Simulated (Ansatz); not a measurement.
# What NaP3 (built on the NaN3 structure) distorts into, part 3 of 3

Which phase does NaP3 (built on the NaN3 structure) fall into along its unstable mode, and how much energy does it gain?

Ansatz 0.2.0; DFT PBEsol, scalar-relativistic, plane waves, PAW.

So far. Step 5 (Energy along the mode, all amplitudes (two of the runs …): The lowest step is at 0.45 Å, 142 meV/atom below the parent, and the energy rises beyond it. Step 7 (The new phase in its own primitive cell): The largest force component left is 0.60 meV/Å and the pressure is 0.002 GPa, within the tolerances set. The cell now holds 17.35 Å³/atom. The relaxed cell has a, b, c = 6.209, 8.310, 5.380 Å (conventional setting).

The structure was built from a prototype and need not be the compound's stable phase.

## (8) Modes of the new phase, k-mesh 10×10×10

A relaxed structure may still be a saddle point, so its zone-centre modes are computed. No field response is asked, since the mesh shows no gap.

Contents of input.yaml:

```yaml
crystal:
  lattice:
    - [-3.1046505311, 4.1548833688, 2.6900584419]
    - [3.1046505311, -4.1548833688, 2.6900584419]
    - [3.1046505311, 4.1548833688, -2.6900584419]
  atoms:
    - { symbol: Na, position: [0.5610215128, 0.8110215128, 0.75] }
    - { symbol: Na, position: [0.4389784872, 0.1889784872, 0.25] }
    - { symbol: P, position: [0.0589161716, 0.3089161716, 0.75] }
    - { symbol: P, position: [0.9410838284, 0.6910838284, 0.25] }
    - { symbol: P, position: [0.7964151523, 0.5, 0.7964151523] }
    - { symbol: P, position: [0.2035848477, 0.5, 0.2035848477] }
    - { symbol: P, position: [0.2035848477, 0.0, 0.7035848477] }
    - { symbol: P, position: [0.7964151523, 0.0, 0.2964151523] }
kpoints:
  mp_grid: { grid: [10, 10, 10] }
hamiltonian:
  xc: pbesol
scf:
  occupations: { method: methfessel_paxton, width: 0.2 }
output:
  eigenvalues: true
phonons:
  method: dfpt
```

Started as:

```bash
ansatz run input.yaml --threads 8 --pin off --max-ram 14336MiB --backend cpu --events-out ev --progress --plain --runs-dir out
```

What it wrote:

```text
[...]
Crystal: 8 atoms, lattice volume = 138.801 Å³
Basis set: ecut = 420 eV, 2707 PW (Γ), exchange–correlation on 80×80×80 points (8 copies of the dense FFT grid, shifted against one another)
Bands: 32, of which v1, the nominal top of the filled ones, is band 24 counted from 1 (23 counted from 0)
Symmetry: 8 space group operations
k-points: 504 of 1000 (irreducible under 1 space group operation, time reversal used)
[...]
SCF iter   1: F=—  HF=-7391.643132 eV  |F-HF|=—  |Δ(HF+E_count)|=         —  Δρ=4.97e-3  dr2=4.35e-2  ethr=1.77e-3  ⟨swp⟩=9.0  Hψ=89131  notcnv=0
[...]
SCF iter  10: F=-7391.626649 eV  HF=-7391.626649 eV  |F-HF|=3.64e-12  |Δ(HF+E_count)|=  3.00e-11  S|Δr|=    0.00e0  Δρ=7.19e-8  dr2=9.32e-12  ethr=1.00e-12  ⟨swp⟩=13.8  Hψ=116790  notcnv=0
SCF 1 converged in 10 iterations: F = -7391.626649 eV  dr2 = 9.32e-12
  Residual-converged pass: ⟨swp⟩=1.1  Hψ=18209  notcnv=0  max |occ|·‖R‖ = 7.1e-9 eV (tolerance 1.0e-8 eV)  dr2=9.32e-12  dr2_onsite=1.64e-13  max |Δocc| = 1.0e-11
[...]
DFPT response loops at Γ: preconditioner auto → Kerker (q_TF=auto, 2.286 Å⁻¹) (partly filled bands, converged f_vac=0.000); β = 1.00, the filter's whole step (`scf.mixing.beta` (0.50) is not read by the response loops under this deck's `scf.mixing.preconditioner`; to damp them name `kerker` or `kerker_dos`, under which they read `scf.mixing.beta`, and type it under 1.00, their step now; both keys bind the ground state too); Broyden in place of MSR1
SCF converged after 10 iterations
[...]
Free energy (F): -7391.626649 eV
[...]
Internal energy: -7391.628875 eV  (E = F + TS)
E sigma→0 (E₀):  -7391.627205 eV
Entropy (-TS):   0.002226 eV (0.278 meV/atom)
Fermi energy:    7.546160 eV
[...]
--- Band table (eV; the first three rows and the last of 504) ---
  k-point 0: bands = [... 20 lower, 5.1511, 5.8563, 7.0554, 7.2618, 8.4775, 9.3258, 10.2458, 10.4771, ... 4 higher]
  k-point 1: bands = [... 20 lower, 5.3219, 5.5769, 7.0922, 7.1969, 8.6619, 8.9596, 10.5391, 10.5598, ... 4 higher]
  k-point 2: bands = [... 20 lower, 4.8128, 5.8452, 6.6667, 7.5581, 8.0897, 9.0600, 10.2061, 10.8112, ... 4 higher]
  k-point 503: bands = [... 20 lower, 5.8184, 6.1858, 6.2410, 7.5574, 8.1007, 8.1463, 8.6115, 8.7607, ... 4 higher]
--- Phonons (Γ-DFPT): 9 representative perturbations + reference, on 504 of 1000 k-points (Σ response iterations 27) ---
  k mesh reduced under 1 symmetry operation, with k and −k counted as one. Each operation leaves every solved perturbation unchanged. A smaller set is not used because it would not reduce the number of displacements times k-points to solve
  ASR residual: 2.600e-5 → 0.000e0 eV/Å²; symmetrization residual: 1.754e-5 eV/Å²
  ASR residual per site (eV/Å²): 1.31e-5 1.31e-5 1.55e-5 1.55e-5 2.60e-5 2.60e-5 2.60e-5 2.60e-5
  Γ frequencies (cm⁻¹): -236.26 -202.19 -92.05 0.00 0.00 0.00 84.04 95.66 109.82 117.76 161.58 171.42 173.58 208.14 238.86 238.96 261.57 267.37 270.47 283.35 327.88 337.59 355.28 364.10
  non-analytic LO–TO correction: not included (Born effective charges unavailable; polar crystals: no LO–TO splitting at Γ)
```

It took 3.9 min on 8 threads of Arm Neoverse V2, shared host; peak memory 6.7 GiB; 28 min of CPU time.

Numbers from this step:

```yaml
sum_rule_residual_before_enforcement: 2.60e-5 eV/Å²
point_group: mmm
highest_optical_mode_at_the_zone_centre_no_lo_to_term: 364.1 cm⁻¹
lowest_optical_zone_centre_mode: -236.3 cm⁻¹
```

Patterns of degenerate modes are one choice out of their space. Modes at Γ, with each element's share of the kinetic energy (negative means imaginary):

| mode | frequency (cm⁻¹) | symmetry | Na % | P % |
| --- | --- | --- | --- | --- |
| 1 | -236.3 | B3u | 1 | 99 |
| 2 | -202.2 | B3g | 0 | 100 |
| 3 | -92.0 | B3g | 11 | 89 |
| 4 | 0.0 | acoustic | 20 | 80 |
| 5 | 0.0 | acoustic | 20 | 80 |
| 6 | 0.0 | acoustic | 20 | 80 |
| 7 | 84.0 | B3u | 78 | 22 |
| 8 | 95.7 | Ag | 49 | 51 |
| 9 | 109.8 | B1g | 0 | 100 |
| 10 | 117.8 | B1u | 26 | 74 |
| 11 | 161.6 | B2g | 88 | 12 |
| 12 | 171.4 | B3g | 84 | 16 |
| 13 | 173.6 | B2u | 69 | 31 |
| 14 | 208.1 | Au | 0 | 100 |
| 15 | 238.9 | B1u | 2 | 98 |
| 16 | 239.0 | B1g | 0 | 100 |
| 17 | 261.6 | B2g | 11 | 89 |
| 18 | 267.4 | B3g | 4 | 96 |
| 19 | 270.5 | B3u | 2 | 98 |
| 20 | 283.4 | B2u | 11 | 89 |
| 21 | 327.9 | Ag | 35 | 65 |
| 22 | 337.6 | B1u | 53 | 47 |
| 23 | 355.3 | Ag | 16 | 84 |
| 24 | 364.1 | B2g | 1 | 99 |

Displacements in mode 1 (-236.3 cm⁻¹), the largest set to 1:
```
Na1  0.12  0.00  0.00
Na2  0.12  0.00  0.00
P3  -0.11  0.00  0.00
P4  -0.11  0.00  0.00
P5   0.01  0.00  1.00
P6   0.01  0.00  1.00
P7   0.01  0.00 -1.00
P8   0.01  0.00 -1.00
```

Displacements in mode 12 (171.4 cm⁻¹), the largest set to 1:
```
Na1  0.00 -1.00  0.00
Na2  0.00  1.00  0.00
P3   0.00  0.26  0.00
P4   0.00 -0.26  0.00
P5  -0.17  0.00 -0.07
P6   0.17  0.00  0.07
P7  -0.17  0.00  0.07
P8   0.17  0.00 -0.07
```

Before it was imposed, the acoustic sum rule was missed by 2.6e-5 eV/Å². Small misses are needed for a sound result but don't prove that mesh and cutoff are converged. The lowest optical mode is imaginary, 236.3i cm⁻¹, so the energy falls along it.

## (9) The phases reached

The phases reached along the modes that were followed are set side by side.

Energies are those of the first relaxation, on the mesh of the frozen mode; space group, volume and gap are those of the last relaxation. Phases, by row:

| mode frozen in | space group | energy from parent (meV/atom) | volume (Å³/atom) | gap on mesh (eV) | lowest zone-centre optical mode (cm⁻¹) | largest shift (Å) |
| --- | --- | --- | --- | --- | --- | --- |
| parent | Pm-3m | 0 | 15.49 | 0 | – | – |
| q = (0, 0.25, 0.25), 224i cm⁻¹ | Pmma | -235.5 | 21.71 | 0 | – | 1.237 |
| q = (-0.5, -0.5, -0.5), 217i cm⁻¹ | I4/mmm | -124.8 | 16.64 | 0 | -174.2 | 0.495 |
| q = (-0.5, -0.5, -0.5), 217i cm⁻¹ | R-3m | -320.4 | 19.21 | 0 | -60.7 | 0.829 |
| q = (-0.5, -0.5, -0.5), 217i cm⁻¹ | Imma | -283.1 | 17.35 | 0 | -236.3 | 1.028 |

## (10) What came out

| Property | Result |
| --- | --- |
| unstable mode of the parent | q = (-0.5, -0.5, -0.5), 217i cm⁻¹ |
| depth at the lowest point sampled | 142 meV/atom |
| largest atomic shift at that point | 0.45 Å |
| space group reached | Imma |
| energy gained over the parent (first relaxation, on the mesh of the frozen mode) | 283 meV/atom |
| volume per atom, phase reached | 17.4 Å³ |
| lowest optical zone-centre mode, phase reached | -236 cm⁻¹ |
| highest optical mode at the zone centre (no LO-TO term), phase reached | 364 cm⁻¹ |

In words: Along this mode the structure falls into Imma, 283 meV/atom below the parent. At the parent's cell the well is 141.6 meV/atom deep on the steps tried, with its lowest point at a shift of 0.45 Å. Relaxing atoms and cell changes the gain by +141.54 meV/atom against the lowest step (energies at zero smearing). The new phase still has an imaginary mode at the zone centre of its cell, so it is a saddle point on the way to a lower structure. Of the 4 patterns followed from this parent, this one ends 37.2 meV/atom above the lowest, R-3m. Each path keeps the symmetry of its pattern, so a lower phase may lie along a pattern not tried. With no gap, or one that is small against the smearing, the frequencies hang on the k mesh and the smearing, most of all near Kohn anomalies. The volume moved by more than a tenth on the k mesh of the start, so the energy gain is rough. A semilocal functional can close a gap that the real compound would have, so the metallic treatment may be an artefact of the level. The starting cell was built on a prototype and not taken from a measurement, so the phase need not exist.

[Long decimals in the printed logs are rounded to 6 places.]

[Logs are printed without paths, hosts, clocks, repeated set-up lines and the standing remarks that a program may print on its own settings, such as how far it seeks lower states.]

[Hosts, paths, dates, database ids (printed as entryN), source tags and the programs' standing remarks are cut or masked in the printed files.]

[Where the starting crystal was built by hand or by swapping elements, it need not be the compound's stable phase.]
